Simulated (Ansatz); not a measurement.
# Electron scattering at the Σ3 (112) boundary in fcc Cu, starting shift (0.25, 0.5), part 2 of 3

Aim: the relaxed structure and the specific resistance of the Σ3 (112) boundary in fcc Cu, starting shift (0.25, 0.5).

Ansatz 0.2.0; Ansatz plane-wave DFT, PBE, PAW files; relaxation of a bicrystal slab with its lowest layers held; PAW set soft_1 (the session's first sound run).

So far. Step 2 (Relaxing the bicrystal): The largest force component on a free atom ends at 0.0094 eV/Å, under the tolerance of 0.03, after 14 steps.

## Step 3: Transmission across the boundary

Bulk layers of each grain are laid under and over the relaxed boundary, and a lead is named in the middle of each, away from the free faces. The mesh across the current, 24×10, is finer than the density's, because channels open and close sharply across the zone. Energies from -0.1 to 0.1 eV in steps of 0.05 eV are too few for the program's thermal sum, so it prints no conductance; for a metal the transmission near the Fermi level serves, at a fraction of the cost.

This step: Ansatz plane-wave DFT, PBE, PAW files; ballistic transport by layer matching (Landauer), zero bias; boundary relaxed in a short slab, bulk layers laid on; PAW set soft_1 (Ansatz 0.2.0).

System of this step: Σ3 (112) boundary in fcc Cu, starting shift (0.25, 0.5). The cell holds 57 atoms: 57 Cu. Its edges and angles: a = 2.556 Å, b = 6.261 Å, c = 49.515 Å, α = 90.0°, β = 90.0°, γ = 90.0°. It derives from Cu. Regions: lower grain, 24 atoms (24 Cu); boundary, 14 atoms (14 Cu); upper grain, 19 atoms (19 Cu). Vacuum lies along c.

The input, input.yaml:

```yaml
crystal:
  lattice:
    - [2.5561627297, 0.0, 0.0]
    - [0.0, 6.2612943873, 0.0]
    - [0.0, 0.0, 49.5146657661]
  atoms:
    - { symbol: Cu, position: [-15.5000000006, 10.3333333333, 0.0807841462] }
    - { symbol: Cu, position: [-15.0000000005, 10.0, 0.0956868141] }
    - { symbol: Cu, position: [-14.5000000005, 9.6666666666, 0.110589482] }
    - { symbol: Cu, position: [-14.0000000005, 9.3333333333, 0.1254921499] }
    - { symbol: Cu, position: [-13.5000000005, 9.0, 0.1403948178] }
    - { symbol: Cu, position: [-13.0000000005, 8.6666666666, 0.1552974857] }
    - { symbol: Cu, position: [-12.5000000005, 8.3333333333, 0.1702001536] }
    - { symbol: Cu, position: [-12.0000000004, 8.0, 0.1851028215] }
    - { symbol: Cu, position: [-11.5000000004, 7.6666666666, 0.2000054894] }
    - { symbol: Cu, position: [-11.0000000004, 7.3333333333, 0.2149081573] }
    - { symbol: Cu, position: [-10.5000000004, 7.0, 0.2298108252] }
    - { symbol: Cu, position: [-10.0000000004, 6.6666666666, 0.2447134931] }
    - { symbol: Cu, position: [-9.5000000003, 6.3333333333, 0.259616161] }
    - { symbol: Cu, position: [-9.0000000003, 6.0, 0.2745188289] }
    - { symbol: Cu, position: [-8.5000000003, 5.6666666666, 0.2894214968] }
    - { symbol: Cu, position: [-8.0000000003, 5.3333333333, 0.3043241647] }
    - { symbol: Cu, position: [-7.5000000003, 5.0, 0.3192268326] }
    - { symbol: Cu, position: [-7.0000000002, 4.6666666666, 0.3341295005] }
    - { symbol: Cu, position: [-6.5000000002, 4.3333333333, 0.3490321684] }
    - { symbol: Cu, position: [-6.0000000002, 4.0, 0.3639348363] }
    - { symbol: Cu, position: [-5.5000000002, 3.6666666666, 0.3788375042] }
    - { symbol: Cu, position: [-5.0000000002, 3.3333333333, 0.3937401721] }
    - { symbol: Cu, position: [-4.5000000001, 3.0, 0.40864284] }
    - { symbol: Cu, position: [-4.0000000001, 2.6666666666, 0.4235455079] }
    - { symbol: Cu, position: [0.4999999999, 0.3333333333, 0.4384481758] }
    - { symbol: Cu, position: [1.000339368, -0.0022869523, 0.4531419953] }
    - { symbol: Cu, position: [0.5016300172, 0.6647320609, 0.4694464886] }
    - { symbol: Cu, position: [1.0015392202, 0.3335987421, 0.4829396757] }
    - { symbol: Cu, position: [0.4997776617, -0.002203549, 0.4973483361] }
    - { symbol: Cu, position: [1.0040390877, 0.672140496, 0.5168637485] }
    - { symbol: Cu, position: [0.5044571781, 0.3280201747, 0.5264447116] }
    - { symbol: Cu, position: [-0.4925310952, -0.0544966421, 0.546411449] }
    - { symbol: Cu, position: [0.0062701259, 0.2470629229, 0.5681610025] }
    - { symbol: Cu, position: [0.5066845071, 0.5870086768, 0.5672847116] }
    - { symbol: Cu, position: [0.0070194326, 0.8822766435, 0.5909492152] }
    - { symbol: Cu, position: [0.5070297084, 0.1986776114, 0.6100410997] }
    - { symbol: Cu, position: [0.0071969293, 0.5358707623, 0.616513704] }
    - { symbol: Cu, position: [0.5072698487, 0.8550484075, 0.6360651637] }
    - { symbol: Cu, position: [-3.9927301513, 3.1883817409, 0.6509678316] }
    - { symbol: Cu, position: [-4.4927301513, 3.5217150742, 0.6658704995] }
    - { symbol: Cu, position: [-4.9927301513, 3.8550484075, 0.6807731674] }
    - { symbol: Cu, position: [-5.4927301514, 4.1883817409, 0.6956758353] }
    - { symbol: Cu, position: [-5.9927301514, 4.5217150742, 0.7105785032] }
    - { symbol: Cu, position: [-6.4927301514, 4.8550484075, 0.7254811711] }
    - { symbol: Cu, position: [-6.9927301514, 5.1883817409, 0.740383839] }
    - { symbol: Cu, position: [-7.4927301514, 5.5217150742, 0.7552865069] }
    - { symbol: Cu, position: [-7.9927301515, 5.8550484075, 0.7701891748] }
    - { symbol: Cu, position: [-8.4927301515, 6.1883817409, 0.7850918427] }
    - { symbol: Cu, position: [-8.9927301515, 6.5217150742, 0.7999945106] }
    - { symbol: Cu, position: [-9.4927301515, 6.8550484075, 0.8148971785] }
    - { symbol: Cu, position: [-9.9927301515, 7.1883817409, 0.8297998464] }
    - { symbol: Cu, position: [-10.4927301516, 7.5217150742, 0.8447025143] }
    - { symbol: Cu, position: [-10.9927301516, 7.8550484075, 0.8596051822] }
    - { symbol: Cu, position: [-11.4927301516, 8.1883817409, 0.8745078501] }
    - { symbol: Cu, position: [-11.9927301516, 8.5217150742, 0.889410518] }
    - { symbol: Cu, position: [-12.4927301516, 8.8550484075, 0.9043131859] }
    - { symbol: Cu, position: [-12.9927301517, 9.1883817409, 0.9192158538] }
kpoints:
  mp_grid: { grid: [10, 4, 1] }
hamiltonian:
  xc: pbe
  pseudopotentials: { kind: paw, azcp: { folder: soft_1 } }
scf:
  occupations: { method: fermi_dirac, width: 0.1 }
output:
  transmission:
    leads: [[13, 14], [46, 47]]
    kmesh: [24, 10]
    e_range: [-0.1, 0.1]
    de: 0.05
  write_potential: true
  write_density: true
  volumetric_format: npy
  elf: true
```

Started as:

```bash
$ ansatz run input.yaml --threads 4 --pin off --max-ram 15360MiB --backend cpu --events-out ev --progress --plain --runs-dir out
```

Numbers of over 12 decimals in the logs are rounded to 6 here.

What it wrote:

```text
[...]
Crystal: 57 atoms, lattice volume = 792.477 Å³
Basis set: ecut = 420 eV, 15585 PW (Γ)
Bands: 650, of which v1, the nominal top of the filled ones, is band 542 counted from 1 (541 counted from 0)
Symmetry: 1 space group operations
[...]
k-points: 22 of 40 (time reversal used)
[...]
SCF iter   1: F=—  HF=-377682.652878 eV  |F-HF|=—  |Δ(HF+E_count)|=         —  Δρ=2.44e-1  dr2=2.84e2  ethr=3.10e-3  ⟨swp⟩=4.8  Hψ=45511  notcnv=0  defer=1339
[...]
SCF iter  14: F=-377631.912313 eV  HF=-377631.912313 eV  |F-HF|=3.56e-8  |Δ(HF+E_count)|=   2.71e-8  Δρ=2.69e-6  dr2=7.30e-8  ethr=9.23e-12  ⟨swp⟩=10.3  Hψ=63032  notcnv=0
SCF 1 converged in 14 iterations: F = -377631.912313 eV  dr2 = 7.30e-8
[...]
transmission: 626 of 6222 steps passed
transmission: 1246 of 6222 steps passed
[...]
transmission: 6222 of 6222 steps passed
WARN: The input density's exchange-correlation potential varies sharply where the density is thin. Do not read a vacuum level from v_tot or v_xc, or from such a field of the output density. On a cell that repeats whose density bears no net charge and no dipole along the vacuum's axis use v_es (v_loc + v_h of the components); under efield.dipole_correction with no amplitude use v_es + v_field, which holds any external [...]
SCF converged after 14 iterations
Free energy (F): -377631.912313 eV
[...]
Internal energy: -377631.306174 eV  (E = F + TS)
E sigma→0 (E₀):  -377631.609243 eV
Entropy (-TS):   -0.606139 eV (-10.634 meV/atom)
Fermi energy:    13.234689 eV
[...]
--- Band table (eV; the first three rows and the last of 22) ---
  k-point 0: bands = [... 538 lower, 11.8789, 11.9130, 11.9548, 12.0683, 12.1137, 12.2010, 12.2474, 12.3030, ... 104 higher]
  k-point 1: bands = [... 538 lower, 11.8301, 11.8567, 11.8579, 11.8995, 11.9667, 12.0945, 12.1408, 12.2158, ... 104 higher]
  k-point 2: bands = [... 538 lower, 11.7479, 11.7624, 11.7676, 11.8356, 11.8369, 11.8618, 11.9040, 12.0401, ... 104 higher]
  k-point 21: bands = [... 538 lower, 13.4285, 13.4982, 13.5116, 13.5655, 13.5829, 13.6965, 13.7374, 13.8680, ... 104 higher]
--- Transmission ---
  basis      : 145 plane waves across, 51 finite elements along
  points     : 122, standing for a mesh of 24 x 10
  energies   : 5 from -0.100000 to 0.100000 eV about the Fermi level, 0.050000 eV apart; the leads are filled to 0.000000 eV, and channels, transmission and decay are at 0.000000 eV
  crystal 0  : Cu3, at the sites [13, 14], period 2.2137 Å, over 18.45 Å; its Hamiltonian steps by up to 6.9 meV
    offset         : up to 0.0000 Å between an atom of the period and one for which it stands
    channels       : 2.279167e0 a spin
    conductance    : none, the energies end too early or step too widely for 300 K: set another output.transmission.e_range or a lower de, or, where they end at an eighth of basis.ecutwfc, a higher one
[...]
channels       : 2.279167e0 a spin
[...]
junction   : crystal 0 to crystal 1, 12.89 to 36.62 Å
    transmission   : 2.018306e0 a spin
[...]
```

The job ended after 35 min (4 threads of Arm Neoverse V1, shared host; peak memory 9.4 GiB).

In the SCF lines HF is the Harris–Foulkes energy and dr2 the Hartree energy of the density residual, in eV; the loop may stop once dr2 is under the threshold and the program's other checks hold. Hψ counts applications of the Hamiltonian.

This step gave:

```yaml
free_energy: -377631.9123 eV
energy_at_zero_smearing: -377631.6092 eV
fermi_energy: 13.23 eV
cell_area: 16.00 Å²
transmission_per_spin_nearest_the_fermi_level: 2.018
open_channels_per_spin_nearest_the_fermi_level: 2.279
open_channels_per_spin_upper_lead: 2.279
step_of_the_lead_s_potential: 6.9 meV
step_of_the_upper_lead_s_potential: 6.7 meV
```

Per spin. Table of transmission, zone mean by energy, zero at the Fermi level:

```
energy (eV)  transmission, zone mean
    -0.1000                     2.00
    -0.0500                     2.01
     0.0000                     2.02
     0.0500                     2.04
     0.1000                     2.05
```

Per spin. Table of open channels, zone mean, lead = upper lead by energy, zero at the Fermi level:

```
energy (eV)  open channels, zone mean, lead = upper lead
    -0.1000                                         2.25
    -0.0500                                         2.25
     0.0000                                         2.28
     0.0500                                         2.30
     0.1000                                         2.30
```

Transmission over k1 and k2. At 0.0000 eV from the Fermi level.

Ten even steps from '_' (0.13) to '@' (2.96):
```
..****************++----------++****************
..++**************@@%%------%%@@**************++
..--**********@@@@@@@@%%%%%%@@@@@@@@**********--
..--==******@@@@@@@@@@%%%%%%@@@@@@@@@@******==--
..------@@@@@@@@@@@@@@%%%%%%@@@@@@@@@@@@@@------
..--==******@@@@@@@@@@%%%%%%@@@@@@@@@@******==--
..--**********@@@@@@@@%%%%%%@@@@@@@@**********--
..++**************@@%%------%%@@**************++
..****************++----------++****************
__****************++::------::++****************
```
Columns: k1 (b1) from -0.5 to 0.458; rows upwards: k2 (b2) from -0.5 to 0.4.

Open channels over k1 and k2. At 0.0000 eV from the Fermi level.

Values, 10 rows by 16 columns, each cell a mean:
```
2.00 2.00 2.00 2.00 2.00 2.00 2.67 2.00 2.00 2.00 2.67 2.00 2.00 2.00 2.00 2.00
2.00 2.00 2.00 2.00 2.00 2.67 3.00 2.33 2.00 2.67 3.00 2.33 2.00 2.00 2.00 2.00
1.67 1.67 2.00 2.00 2.33 3.00 3.00 3.00 3.00 3.00 3.00 3.00 2.00 2.00 2.00 1.33
1.67 1.67 2.00 2.00 3.00 3.00 3.00 3.00 3.00 3.00 3.00 3.00 2.67 2.00 2.00 1.33
1.67 1.00 1.67 3.00 3.00 3.00 3.00 3.00 3.00 3.00 3.00 3.00 3.00 3.00 1.00 1.00
1.67 1.67 2.00 2.00 3.00 3.00 3.00 3.00 3.00 3.00 3.00 3.00 2.67 2.00 2.00 1.33
1.67 1.67 2.00 2.00 2.33 3.00 3.00 3.00 3.00 3.00 3.00 3.00 2.00 2.00 2.00 1.33
2.00 2.00 2.00 2.00 2.00 2.67 3.00 2.33 2.00 2.67 3.00 2.33 2.00 2.00 2.00 2.00
2.00 2.00 2.00 2.00 2.00 2.00 2.67 2.00 2.00 2.00 2.67 2.00 2.00 2.00 2.00 2.00
2.00 2.00 2.00 2.00 2.00 2.00 2.00 2.00 2.00 2.00 2.00 2.00 2.00 2.00 2.00 2.00
```
Columns: k1 (b1) from -0.5 to 0.458; rows upwards: k2 (b2) from -0.5 to 0.4.

Valence density in the cb plane at fractional x = 0.500, with atoms of Cu within 0.2 Å of it. It is the smooth field of the valence electrons, not physical close to the nuclei.

Ten steps, logarithmic in the rise over the least value, from '0' (0 e/Å³) to '9' (50 e/Å³), each cell a mean:
```
00000134210000000134210000000134310000000000
00001379620000001379620000001379620000000000
00001389620000001389720000001389720000000000
00000256410000000256410000000256410000000000
00000112110000000112110000000112100000000000
10000000011210000000011210000000000000000000
31000000125641000000025641000000000000000000
62000000148962000000138972000000000000000000
52000000137962000000137962000000000000000000
21000000013431000000013431000000000000000000
10010000001110010000001110010000000000000000
01232100000001232100000001232100000000000000
13675100000012675100000012675200000000000000
14897200000014897200000013897200000000000000
13785100000013685200000002685200000000000000
01232100000001232100000001232100000000000000
00010011100000010011100000010011100000000000
```
Columns run along c (16.0 Å, from fractional 0.68 to 1.00 of the cell), rows up along b (6.3 Å). Atoms in or near the plane, at fractional coordinates: Cu at (0.70, 0.19), Cu at (0.73, 0.86), Cu at (0.76, 0.52), Cu at (0.79, 0.19), Cu at (0.81, 0.86), Cu at (0.84, 0.52), Cu at (0.87, 0.19), Cu at (0.90, 0.86).

ELF in the cb plane at fractional x = 0.500, with atoms of Cu within 0.2 Å of it. It is the smooth field of the valence electrons, not physical close to the nuclei.

Values, 9 rows by 16 columns, each cell a mean:
```
0.24 0.23 0.23 0.18 0.24 0.27 0.20 0.20 0.23 0.25 0.20 0.24 0.18 0.12 0.02 0.00
0.23 0.21 0.34 0.19 0.25 0.23 0.24 0.26 0.25 0.23 0.19 0.34 0.14 0.07 0.01 0.00
0.23 0.23 0.18 0.20 0.23 0.24 0.20 0.19 0.22 0.23 0.22 0.18 0.13 0.04 0.00 0.00
0.18 0.24 0.27 0.19 0.21 0.23 0.25 0.21 0.23 0.19 0.24 0.26 0.13 0.02 0.00 0.00
0.19 0.25 0.24 0.22 0.29 0.24 0.23 0.19 0.35 0.20 0.24 0.22 0.13 0.04 0.01 0.00
0.20 0.22 0.24 0.20 0.19 0.22 0.23 0.22 0.18 0.21 0.24 0.25 0.21 0.11 0.02 0.00
0.19 0.22 0.22 0.25 0.22 0.23 0.19 0.24 0.26 0.21 0.19 0.25 0.24 0.18 0.04 0.00
0.20 0.32 0.24 0.23 0.20 0.35 0.20 0.24 0.23 0.27 0.24 0.26 0.26 0.20 0.05 0.00
0.20 0.19 0.22 0.23 0.22 0.18 0.21 0.23 0.24 0.19 0.18 0.22 0.28 0.18 0.04 0.00
```
Columns run along c (16.0 Å, from fractional 0.68 to 1.00 of the cell), rows up along b (6.3 Å). Atoms in or near the plane, at fractional coordinates: Cu at (0.70, 0.19), Cu at (0.73, 0.86), Cu at (0.76, 0.52), Cu at (0.79, 0.19), Cu at (0.81, 0.86), Cu at (0.84, 0.52), Cu at (0.87, 0.19), Cu at (0.90, 0.86).

Electrostatic potential energy in the cb plane at fractional x = 0.500, with atoms of Cu within 0.2 Å of it. With pseudopotentials it is smooth inside the atoms' cores, unlike the true potential.

Values in eV, 9 rows by 16 columns, each cell a mean:
```
 14  11 -30   1  14  14 -15 -18  14  14   3 -31  10  18  18  18
 13   9 -43  -5  13  14 -24 -28  13  13  -1 -44   7  18  18  18
 14  15   3  10  12  16   8   6  11  15  13   3  15  18  18  18
 -2  14  14 -10 -21  14  14   6 -31   7  14  15  17  18  18  18
 -9  14  14 -19 -32  13  13   3 -44   3  13  16  18  18  18  18
  9  11  16   9   5  11  15  14   2  10  13  16  17  17  18  18
 -6 -25  14  14   9 -31   4  14  14 -18 -13  15  14  17  18  18
-14 -36  12  13   6 -43   0  13  13 -28 -23  14  14  17  18  18
 10   4  11  14  14   2  10  13  16   6   7  12  15  17  18  18
```
Columns run along c (16.0 Å, from fractional 0.68 to 1.00 of the cell; values clipped at the 3rd and 97th percentile), rows up along b (6.3 Å). Atoms in or near the plane, at fractional coordinates: Cu at (0.70, 0.19), Cu at (0.73, 0.86), Cu at (0.76, 0.52), Cu at (0.79, 0.19), Cu at (0.81, 0.86), Cu at (0.84, 0.52), Cu at (0.87, 0.19), Cu at (0.90, 0.86).

Over the solved energies the transmission per spin lies between 2.00 and 2.05, out of 2.27 channels of the lead on average (up to 2.30).

## Step 4: Specific resistance

This step: Ansatz plane-wave DFT, PBE, PAW files; ballistic transport by layer matching (Landauer), zero bias; specific resistance of the boundary; PAW set soft_1 (Ansatz 0.2.0).

This step gave:

```yaml
area_resistance: 0.1118 fΩ m²
t_over_the_leads_mean_channel_count: 0.8904
```

Averaged over the energies near the Fermi level, 89.0 % of the channels pass, which makes 0.112 fΩ m².

By hand, with T and the leads' channels N averaged over the energies near the Fermi level: RA = A (h/2e²)(1/T − ½[1/N₁ + 1/N₂]) = 16.00×10⁻²⁰ m² × 12 906 Ω × (1/2.024 − ½[1/2.272 + 1/2.272]) = 0.112 fΩ m².

[end of part 2 of 3]

[Logs are printed without paths, hosts, clocks, repeated set-up lines and the standing remarks that a program may print on its own settings, such as how far it seeks lower states.]

[Hosts, paths, dates, database ids (printed as entryN), source tags and the programs' standing remarks are cut or masked in the printed files.]
